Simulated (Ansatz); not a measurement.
# G0W0 on several functionals: V2O5 (Pmmn), part 2 of 2

Aim: G0W0 for V2O5 (Pmmn) on several starting functionals, at one mesh, band count and screening cutoff.

Ansatz 0.2.0; G0W0 on several functionals, plane waves, PAW. Known limits of the many-body steps: not at the basis limit; no spin polarisation; d states lean on the start; coarse k mesh.

So far. Step 2 (G0W0 on LDA): The gap on the mesh goes from 1.73 eV to 3.57 eV, a correction of +1.84 eV. Between the two edge states, bare exchange in place of the xc potential would open the gap by 13.30 eV, and correlation takes back 11.46 eV.

In doubt: masses and optical values from hybrid runs of this build are listed as unsure (step 4), which bears on the screening that GW takes from such a start.

## Step 3: G0W0 on r2SCAN

The same correction from a different start measures what one shot leaves open.

This step: G0W0 on r2SCAN, plane waves, PAW.

Contents of input.yaml:

```yaml
crystal:
  lattice:
    - [3.564, 0.0, 0.0]
    - [0.0, 11.512, 0.0]
    - [0.0, 0.0, 4.368]
  atoms:
    - { symbol: V, position: [0.0, 0.85118, 0.1083] }
    - { symbol: V, position: [0.0, 0.14882, 0.1083] }
    - { symbol: V, position: [0.5, 0.35118, 0.8917] }
    - { symbol: V, position: [0.5, 0.64882, 0.8917] }
    - { symbol: O, position: [0.0, 0.8543, 0.469] }
    - { symbol: O, position: [0.0, 0.1457, 0.469] }
    - { symbol: O, position: [0.5, 0.3543, 0.531] }
    - { symbol: O, position: [0.5, 0.6457, 0.531] }
    - { symbol: O, position: [0.0, 0.6811, 0.997] }
    - { symbol: O, position: [0.0, 0.3189, 0.997] }
    - { symbol: O, position: [0.5, 0.1811, 0.003] }
    - { symbol: O, position: [0.5, 0.8189, 0.003] }
    - { symbol: O, position: [0.0, 0.0, 0.999] }
    - { symbol: O, position: [0.5, 0.5, 0.001] }
kpoints:
  mp_grid: { grid: [4, 2, 4] }
hamiltonian:
  xc: r2scan
scf:
  occupations: { method: fixed }
gw:
  n_empty_bands: 982
  ecut_chi: 180.0
  qp_bands: [v4, c4]
  qp_kpoints: band_edges
  screening: { model: contour_deformation }
```

On the command line:

```console
$ ansatz run input.yaml --threads 3 --pin off --max-ram 92160MiB --backend cuda --events-out ev --progress --plain --runs-dir out --devices 1 --max-vram 13GiB  # rebuilt from the run's record
```

Numbers of over 12 decimals in the logs are rounded to 6 here.

The program printed:

```text
GPUs: using 1 of 1 available (devices: 1).
[...]
GPU FFT provider: cuFFT
GPU libraries: cuBLAS 13.8.2, cuFFT 12.4.0, cuSOLVER 12.3.4
Crystal: 14 atoms, lattice volume = 179.214 Å³
Basis set: ecut = 500 eV, 4559 PW (Γ), exchange–correlation on 108×360×128 points (64 copies of the dense FFT grid, shifted against one another)
Bands: 70, of which v1, the nominal top of the filled ones, is band 56 counted from 1 (55 counted from 0)
Symmetry: 8 space group operations
[...]
k-points: 18 of 32
[...]
GPU buffer pool allocated for 77760 grid points (all kernels)
GPU transforms: local potential: pruned to the plane-wave sphere, on 25×90×32; band sums: pruned to the plane-wave sphere, on 27×90×32
[...]
SCF iter   1: F=—  HF=-17362.756012 eV  |F-HF|=—  |Δ(HF+E_count)|=         —  Δρ=3.83e-2  dr2=3.21e0  dr2_τ=1.11e0  ethr=1.77e-3  ⟨swp⟩=4.0  Hψ=4015  notcnv=0  defer=167
[...]
SCF iter  10: F=-17362.598463 eV  HF=-17362.598463 eV  |F-HF|=7.78e-8  |Δ(HF+E_count)|=   3.81e-7  Δρ=4.37e-6  dr2=4.99e-8  dr2_τ=2.44e-9  ethr=8.93e-11  ⟨swp⟩=7.8  Hψ=4562  notcnv=0
SCF 1 converged in 10 iterations: F = -17362.598463 eV  dr2 = 4.99e-8
[...]
NSCF: frozen V_eff on 18 k-points
[...]
G₀W₀ screening: q 1/18
[... further progress lines ...]
SCF converged after 10 iterations
Free energy (F): -17362.598463 eV
[...]
Internal energy: -17362.598463 eV  (E = F + TS)
E sigma→0 (E₀):  -17362.598463 eV
Fermi energy:    3.786106 eV
[...]
--- Band table (eV; the first three rows and the last of 18) ---
  k-point 0: bands = [... 52 lower, 2.8389, 3.0269, 3.0776, 3.1801, 5.9359, 6.0814, 7.3804, 7.4672, ... 10 higher]
  k-point 1: bands = [... 52 lower, 2.9238, 3.1653, 3.3003, 3.3931, 5.9951, 6.1512, 7.4166, 7.5007, ... 10 higher]
  k-point 2: bands = [... 52 lower, 3.0668, 3.3826, 3.5257, 3.6649, 6.0594, 6.2152, 7.4642, 7.5197, ... 10 higher]
  k-point 17: bands = [... 52 lower, 3.7387, 3.7387, 3.7746, 3.7746, 6.5165, 6.5165, 7.1957, 7.1957, ... 10 higher]
[...]
0    53      2.8389   -25.4831     4.7448   -20.5170  0.6903     2.6161     2.6176  root
     0    54      3.0269   -25.2877     4.3713   -20.6432  0.6902     2.7515     2.7537  root
     0    55      3.0776   -25.8890     4.7306   -20.9503  0.6905     2.8683     2.8695  root
     0    56      3.1801   -25.6673     4.1068   -21.3326  0.7031     2.9509     2.9522  root
     0    57      5.9359   -15.6112    -6.9755   -23.7056  0.7072     7.0869     7.0549  root
     0    58      6.0814   -15.8989    -6.5199   -23.5333  0.7092     7.2271     7.1958  root
     0    59      7.3804   -16.4447    -6.9239   -24.4886  0.6752     8.5482     8.5004  root
     0    60      7.4672   -16.7311    -6.6141   -24.5107  0.6791     8.6811     8.6327  root
[...]
17    57      6.5165   -16.4434    -6.7981   -24.3708  0.6968     7.6834     7.6458  root
    17    58      6.5165   -16.4434    -6.7981   -24.3708  0.6968     7.6834     7.6458  root
    17    59      7.1957   -16.4586    -6.9069   -24.5497  0.6871     8.4307     8.3800  root
    17    60      7.1957   -16.4586    -6.9069   -24.5497  0.6871     8.4307     8.3800  root
```

Elapsed: 5.3 min, on 1 × NVIDIA H100 80GB HBM3 (shared by 6 runs) with 3 threads of AMD EPYC 7R13 (Zen 3), shared host; peak memory 5.4 GiB; 9.9 min of CPU time.

Numbers from this step:

```
bands summed                                 : 1038
RPA ε∞ on this mesh (eigenvalues)            : 3.393, 5.187, 5.635
plane waves in the screening matrix          : 979
q-points in the mesh                         : 32
G0W0 gap on the mesh                         : 3.502 eV
k of the valence top                         : -0.5, 0, -0.5
k of the conduction bottom                   : 0, 0, 0
starting gap on the mesh                     : 2.150 eV
Z at the valence top                         : 0.7034
Z at the conduction bottom                   : 0.7072
least direct G0W0 gap on the computed points : 3.783 eV
```

Against the run with 4×2×4 mesh, 982 empty bands, screening to 180 eV on LDA, the gap moves by −0.07 eV, while the start moved by +0.42 eV.

## Step 4: G0W0 on HSE06

This step: G0W0 on HSE06, plane waves, PAW.

input.yaml, as its differences from that of step 3:

```diff
@@ -23,3 +23,3 @@
 hamiltonian:
-  xc: r2scan
+  xc: hse06
 scf:
```

The program printed:

```text
GPUs: using 1 of 1 available (devices: 1).
[...]
davidson cushion auto → on  (no smearing: the cushion is to keep the highest requested band from converging to the state above it; pin scf.eigensolver.cushion to override)
[...]
GPU FFT provider: cuFFT
GPU libraries: cuBLAS 13.8.2, cuFFT 12.4.0, cuSOLVER 12.3.4
Crystal: 14 atoms, lattice volume = 179.214 Å³
Basis set: ecut = 420 eV, 3495 PW (Γ)
[...]
0    59      8.0038   -16.7796    -5.6917   -23.3340  0.7467     8.8783     8.8665  root
     0    60      8.0777   -16.0170    -6.3718   -23.0516  0.7232     8.7494     8.7405  root
[...]
17    57      7.1070   -15.8560    -6.4337   -22.9459  0.7391     7.7702     7.7631  root
    17    58      7.1070   -15.8560    -6.4337   -22.9459  0.7391     7.7702     7.7631  root
    17    59      7.8382   -16.1309    -6.2781   -23.1502  0.7335     8.5894     8.5794  root
    17    60      7.8382   -16.1309    -6.2781   -23.1502  0.7335     8.5894     8.5794  root
[key lines of the parts left out:]
Free energy (F): -17323.064010 eV
Fermi energy:    3.115268 eV
```

The job ended after 4.5 min (1 × NVIDIA H100 80GB HBM3 (shared by 6 runs) with 3 threads; peak memory 5.1 GiB; 6.1 min of CPU time).

Numbers from this step:

- bands summed: 1038
- RPA ε∞ on this mesh (eigenvalues): 3.067, 4.104, 4.463
- plane waves in the screening matrix: 979
- G0W0 gap on the mesh: 3.969 eV
- k of the valence top: -0.5, 0, -0.5
- k of the conduction bottom: 0, 0, 0
- starting gap on the mesh: 3.383 eV
- least direct G0W0 gap on the computed points: 4.287 eV

Against the run with 4×2×4 mesh, 982 empty bands, screening to 180 eV on r2SCAN, the gap moves by +0.47 eV, while the start moved by +1.23 eV.

## Step 5: The starts together

All on the 4×2×4 mesh with 982 empty bands and screening to 180 eV. Times are wall times on 1 × NVIDIA H100 80GB HBM3 (shared by 6 runs) with 3 threads of AMD EPYC 7R13 (Zen 3), shared host, good to a factor of about two.

```tsv
start	starting gap (eV)	shift (eV)	G0W0 gap (eV)	RPA ε∞ (harmonic mean)	Z (valence, conduction)	time
LDA	1.73	+1.84	3.57	5.08	0.69, 0.70	3.3 min
r2SCAN	2.15	+1.35	3.50	4.51	0.70, 0.71	5.3 min
HSE06	3.38	+0.59	3.97	3.78	0.74, 0.75	4.5 min
```

How the two edges are built up, in eV (the quasiparticle level is the starting level plus Σx plus Σc less Vxc):

```tsv
run	edge	start	Σx	Σc	Vxc	Z	QP
LDA	valence top	3.86	-25.97	4.38	-21.20	0.69	3.47
LDA	conduction bottom	5.59	-15.75	-7.08	-24.28	0.70	7.04
r2SCAN	valence top	3.79	-26.09	4.31	-21.55	0.70	3.55
r2SCAN	conduction bottom	5.94	-15.61	-6.98	-23.71	0.71	7.05
HSE06	valence top	3.12	-26.10	3.98	-22.17	0.74	3.17
HSE06	conduction bottom	6.50	-15.04	-6.56	-22.24	0.75	7.14
```

For a hybrid start, Vxc holds its share of exact exchange.

## Step 6: Outcome

```yaml
g0w0_lda: 3.57 eV (start 1.73 eV)
g0w0_r2scan: 3.50 eV (start 2.15 eV)
g0w0_hse06: 3.97 eV (start 3.38 eV)
known_limits: not at the basis limit; no spin polarisation; d states lean on the start; coarse k mesh
```

The starting gaps span 1.65 eV and the G0W0 gaps 0.47 eV. Between LDA and HSE06, 0.40 eV of the 1.65 eV survives, 24 %. The order is not kept throughout: r2SCAN starts 0.42 eV above LDA and ends 0.07 eV below it, so orbitals matter beside the gap. HSE06 screens less than LDA (ε∞ 3.78 against 5.08). Of the 0.40 eV by which its G0W0 gap is higher, the correlation part gives +0.92 eV, and exchange with the one-particle terms, which follow the orbitals, −0.52 eV. The smallest correction, +0.59 eV, is on HSE06, the start nearest to reproducing itself. Bands and cutoff are finite, so the gap is not at the basis limit. The miss can reach some tenths of an eV and take either sign; the mesh is an error of its own. The 4×2×4 mesh is coarse for this cell (its supercell is 14 Å along the shortest edge). The RPA ε∞ on it, from the LDA start, is 3.73, 5.94 and 6.46; such meshes misread the long-range screening, most where the gap is narrow. The runs have no spin polarisation. For a closed low-spin shell that is the natural state; where a d or f shell is open it is a constraint, and the gap is then not the crystal's own. With d states at the gap, one-shot GW leans hard on its start.

[Paths, hosts, dates, memory and timing lines, banners, echoed tables and standing remarks are left out of the program output.]

[Logs are printed without paths, hosts, clocks, repeated set-up lines and the standing remarks that a program may print on its own settings, such as how far it seeks lower states.]

[Runs of the session that timed out or met a known fault of the program may be left out.]

[Cells called generated may have been cut or substituted from an entry of the Crystallography Open Database or the Materials Project.]

[Hosts, paths, dates, database ids (printed as entryN), source tags and the programs' standing remarks are cut or masked in the printed files.]
